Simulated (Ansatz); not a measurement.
**Se on Mo(100): change of the work function**

Aim: the work function of Mo(100) at several coverages of Se (hollow site), and the dipole that each adsorbate carries.

Program: Ansatz 0.2.0. Level of theory: plane-wave DFT, PBE, Ansatz PAW. Values are calculated unless marked as measured.

This is a report of a sequence of runs, with the program logs left out and the cost of each run kept.

### Step 1. The structure

The cell holds 4 atoms: 4 Mo. Cell: a = 3.150 Å, b = 3.150 Å, c = 22.725 Å, α = 90.0°, β = 90.0°, γ = 90.0°. Vacuum lies along c.

### Step 2. The clean slab

The bare slab comes first, as the zero from which every change is counted. The two lowest layers are held at bulk places and the upper ones relax. The dipole correction removes the false field that a one-sided slab makes across the periodic vacuum, so each face gets a flat vacuum level of its own.

Contents of input.yaml:

```yaml
crystal:
  lattice:
    - [3.15, 0.0, 0.0]
    - [0.0, 3.15, 0.0]
    - [0.0, 0.0, 22.725]
  atoms:
    - { symbol: Mo, position: [0.5, 0.5, 0.396039604] }
    - { symbol: Mo, position: [0.0, 0.0, 0.4653465347] }
    - { symbol: Mo, position: [0.5, 0.5, 0.5346534653] }
    - { symbol: Mo, position: [0.0, 0.0, 0.603960396] }
kpoints:
  mp_grid: { grid: [12, 12, 1] }
hamiltonian:
  xc: pbe
scf:
  occupations: { method: fermi_dirac, width: 0.1 }
  convergence: { dr2_threshold: 1.0e-08 }
efield:
  axis: 3
  dipole_correction: true
  ramp_position: 0.97
  ramp_width: 0.06
relax:
  f_tol: 0.02
  max_steps: 60
  constraints: [{ sites: [0, 1] }]
output:
  write_potential: true
  write_density: true
  volumetric_format: npy
```

Run with:

```console
ansatz run input.yaml --threads 4 --pin off --max-ram 16384MiB --backend cpu --events-out ev --progress --plain --runs-dir out
```

Wall time 21 s (4 threads of Arm Neoverse V1, shared host); peak memory 0.57 GiB.

The steps of the relaxation:

```
step  energy less that of the first step (eV)  largest force component (eV/Å)
   1                                   0.0000                          1.5631
   2                                  -0.0998                          1.2124
   3                                  -0.1634                          0.0307
   4                                  -0.1635                          0.0155
```

The run keeps the 8 symmetry operations that the program found, so distortions that break them were not tested.

The atoms that moved most (Å):

```
atom     dx     dy      dz  length
 Mo4  0.000  0.000  -0.126   0.126
 Mo3  0.000  0.000   0.067   0.067
```

Final coordinates:

```cif
data_structure
_symmetry_space_group_name_H-M 'P 1'
_symmetry_Int_Tables_number 1
_cell_length_a 3.1500
_cell_length_b 3.1500
_cell_length_c 22.7250
_cell_angle_alpha 90.000
_cell_angle_beta 90.000
_cell_angle_gamma 90.000
_cell_volume 225.49
loop_
_atom_site_label
_atom_site_type_symbol
_atom_site_fract_x
_atom_site_fract_y
_atom_site_fract_z
_atom_site_occupancy
Mo1 Mo 0.50000 0.50000 0.39604 1
Mo2 Mo 0.00000 0.00000 0.46535 1
Mo3 Mo 0.50000 0.50000 0.53760 1
Mo4 Mo 0.00000 0.00000 0.59841 1
```

Numbers from this step:

| Property | Result |
| --- | --- |
| energy at zero smearing | -19819.9138 eV |
| work function, upper face | 3.830 eV |
| work function, lower face | 3.861 eV |
| dipole along the normal | 0.001665 e·Å |
| step between the vacuum levels | -0.03036 eV |

Running mean over 1.575 Å of the planar mean; the ramp of the sawtooth is left out. Electron's electrostatic potential energy less the Fermi level against z:

```
z (Å)  electron's electrostatic potential energy less the Fermi level (eV)
  3.0                                                                 3.86
  3.5                                                                 3.86
  4.0                                                                 3.86
  4.5                                                                 3.86
  5.0                                                                 3.85
  5.5                                                                 3.83
  6.0                                                                 3.78
  6.5                                                                 3.62
  7.0                                                                 3.14
  7.5                                                                 1.63
  8.0                                                                -2.54
  8.5                                                                -8.12
  9.0                                                                -11.4
  9.5                                                                -12.1
 10.0                                                                -12.3
 10.5                                                                -12.3
 11.0                                                                -12.1
 11.5                                                                -12.0
 12.0                                                                -12.7
 12.5                                                                -14.0
 13.0                                                                -14.4
 13.5                                                                -12.9
 14.0                                                                -9.24
 14.5                                                                -3.63
 15.0                                                                 1.07
 15.5                                                                 2.98
 16.0                                                                 3.54
 16.5                                                                 3.73
 17.0                                                                 3.80
 17.5                                                                 3.82
 18.0                                                                 3.83
 18.5                                                                 3.83
 19.0                                                                 3.83
 19.5                                                                 3.83
```

The relaxation took 4 steps and lowered the energy by 0.16 eV; the largest force on the free atoms ends at 0.015 eV/Å.

The work function of the upper face is 3.83 eV.

### Step 3. The covered slab, k-mesh 4×4×1, coverage 0.111 ML

System of this step: Se/Mo(100). The cell holds 37 atoms: 36 Mo and 1 Se. Its edges and angles: a = 9.450 Å, b = 9.450 Å, c = 24.332 Å, α = 90.0°, β = 90.0°, γ = 90.0°. Vacuum lies along c.

The clean slab as it ended is repeated in the plane and the adsorbate is set on one face; the cell's size fixes the coverage, and the k-mesh shrinks with it to keep the sampling density about even. Adsorbate and upper layers relax, since the dipole depends on the height.

Contents of input.yaml:

```yaml
crystal:
  lattice:
    - [9.45, 0.0, 0.0]
    - [0.0, 9.45, 0.0]
    - [0.0, 0.0, 24.3319152818]
  atoms:
    - { symbol: Mo, position: [0.1666666667, 0.1666666667, 0.3698845691] }
    - { symbol: Mo, position: [0.0, 0.0, 0.4346143687] }
    - { symbol: Mo, position: [0.1666666667, 0.1666666667, 0.502096596] }
    - { symbol: Mo, position: [0.0, 0.0, 0.5588888552] }
    - { symbol: Mo, position: [0.1666666667, 0.5, 0.3698845691] }
    - { symbol: Mo, position: [0.0, 0.3333333333, 0.4346143687] }
    - { symbol: Mo, position: [0.1666666667, 0.5, 0.502096596] }
    - { symbol: Mo, position: [0.0, 0.3333333333, 0.5588888552] }
[... 25 atom lines left out ...]
    - { symbol: Mo, position: [0.6666666667, 0.6666666667, 0.4346143687] }
    - { symbol: Mo, position: [0.8333333333, 0.8333333333, 0.502096596] }
    - { symbol: Mo, position: [0.6666666667, 0.6666666667, 0.5588888552] }
    - { symbol: Se, position: [0.1666666667, 0.1666666667, 0.6301154309] }
kpoints:
  mp_grid: { grid: [4, 4, 1] }
hamiltonian:
  xc: pbe
scf:
  occupations: { method: fermi_dirac, width: 0.1 }
  convergence: { dr2_threshold: 1.0e-08 }
efield:
  axis: 3
  dipole_correction: true
  ramp_position: 0.97
  ramp_width: 0.06
relax:
  f_tol: 0.02
  max_steps: 60
  constraints:
    - { sites: [0, 1, 4, 5, 8, 9, 12, 13, 16, 17, 20, 21, 24, 25, 28, 29, 32, 33] }
output:
  write_potential: true
  write_density: true
  volumetric_format: npy
```

The job ended after 24 min (4 threads; peak memory 11 GiB; 1.6 h of CPU time).

Step by step:

```
step  energy less that of the first step (eV)  largest force component (eV/Å)
   1                                   0.0000                          1.5668
   2                                  -0.3334                          0.2806
   3                                  -0.3520                          0.1942
   4                                  -0.3659                          0.0688
   5                                  -0.3718                          0.0508
   6                                  -0.3685                          0.1643
   7                                  -0.3747                          0.0245
   8                                  -0.3757                          0.0037
```

Relaxation step 6 was tried and not accepted.

Forces are held to the 8 operations that the program found; a distortion that breaks them can't arise in this run.

The atoms that moved most (Å):

```
atom      dx      dy      dz  length
Se37   0.000   0.000  -0.114   0.114
Mo20  -0.071  -0.071   0.047   0.111
 Mo8   0.071  -0.071   0.047   0.111
Mo16  -0.071   0.071   0.047   0.111
 Mo4   0.071   0.071   0.047   0.111
 Mo3   0.000   0.000  -0.085   0.085
Mo28   0.000  -0.061  -0.011   0.062
Mo12  -0.061   0.000  -0.011   0.062
```

The relaxed structure:

```xyz
37
Lattice="9.4500 0.0000 0.0000 0.0000 9.4500 0.0000 0.0000 0.0000 24.3319" Properties=species:S:1:pos:R:3
Mo    1.5750    1.5750    9.0000
Mo    0.0000    0.0000   10.5750
Mo    1.5750    1.5750   12.1319
Mo    0.0715    0.0715   13.6455
Mo    1.5750    4.7250    9.0000
Mo    0.0000    3.1500   10.5750
Mo    1.5750    4.7365   12.2168
Mo    0.0715    3.0785   13.6455
Mo    1.5750    7.8750    9.0000
Mo    0.0000    6.3000   10.5750
Mo    1.5750    7.8635   12.2168
Mo   -0.0608    6.3000   13.5878
Mo    4.7250    1.5750    9.0000
Mo    3.1500    0.0000   10.5750
Mo    4.7365    1.5750   12.2168
Mo    3.0785    0.0715   13.6455
Mo    4.7250    4.7250    9.0000
Mo    3.1500    3.1500   10.5750
Mo    4.7286    4.7286   12.2060
Mo    3.0785    3.0785   13.6455
Mo    4.7250    7.8750    9.0000
Mo    3.1500    6.3000   10.5750
Mo    4.7286    7.8714   12.2060
Mo    3.2108    6.3000   13.5878
Mo    7.8750    1.5750    9.0000
Mo    6.3000    0.0000   10.5750
Mo    7.8635    1.5750   12.2168
Mo    6.3000   -0.0608   13.5878
Mo    7.8750    4.7250    9.0000
Mo    6.3000    3.1500   10.5750
Mo    7.8714    4.7286   12.2060
Mo    6.3000    3.2108   13.5878
Mo    7.8750    7.8750    9.0000
Mo    6.3000    6.3000   10.5750
Mo    7.8714    7.8714   12.2060
Mo    6.3000    6.3000   13.5817
Se    1.5750    1.5750   15.2183
```

Numbers from this step:

- energy at zero smearing: -183851.9718 eV
- work function, upper face: 4.028 eV
- work function, lower face: 3.859 eV
- dipole along the normal: -0.08341 e·Å
- step between the vacuum levels: 0.1690 eV

Running mean over 1.575 Å of the planar mean; the ramp of the sawtooth is left out. The electron's electrostatic potential energy less the Fermi level by z:

z (Å), electron's electrostatic potential energy less the Fermi level (eV) and a bar from the least value:
```
      3.0        3.9 ##############################
      3.5        3.9 ##############################
      4.0        3.9 ##############################
      4.5        3.9 ##############################
      5.0        3.8 ##############################
      5.5        3.8 ##############################
      6.0        3.8 ##############################
      6.5        3.6 #############################
      7.0        3.1 #############################
      7.5        1.6 ##########################
      8.0       -2.5 ###################
      8.5       -8.1 ##########
      9.0      -11.4 #####
      9.5      -12.1 ###
     10.0      -12.3 ###
     10.5      -12.4 ###
     11.0      -12.2 ###
     11.5      -12.2 ###
     12.0      -12.7 ##
     12.5      -13.8 #
     13.0      -14.2 
     13.5      -12.8 ##
     14.0       -9.6 ########
     14.5       -4.3 ################
     15.0        0.3 ########################
     15.5        2.3 ###########################
     16.0        3.2 #############################
     16.5        3.7 #############################
     17.0        3.9 ##############################
     17.5        4.0 ##############################
     18.0        4.0 ##############################
     18.5        4.0 ##############################
     19.0        4.0 ##############################
     19.5        4.0 ##############################
     20.0        4.0 ##############################
     20.5        4.0 ##############################
     21.0        4.0 ##############################
```

The relaxation took 8 steps and lowered the energy by 0.38 eV; the largest force on the free atoms ends at 0.0037 eV/Å.

The covered face has 4.03 eV, +0.20 eV against the clean one; the bare back face has moved by -0.00 eV, a measure of how thin the slab is.

(Part 1 of 3 ends here.)

[Long decimals in the printed logs are rounded to 6 places.]

[Logs are printed without paths, hosts, clocks, repeated set-up lines and the standing remarks that a program may print on its own settings, such as how far it seeks lower states.]

[Hosts, paths, dates, database ids (printed as entryN), source tags and the programs' standing remarks are cut or masked in the printed files.]

[Maps of the electrostatic potential energy from Ansatz leave out the sawtooth potential of an applied field or a dipole correction, so their vacuum need not be flat; planar profiles and work functions include it.]
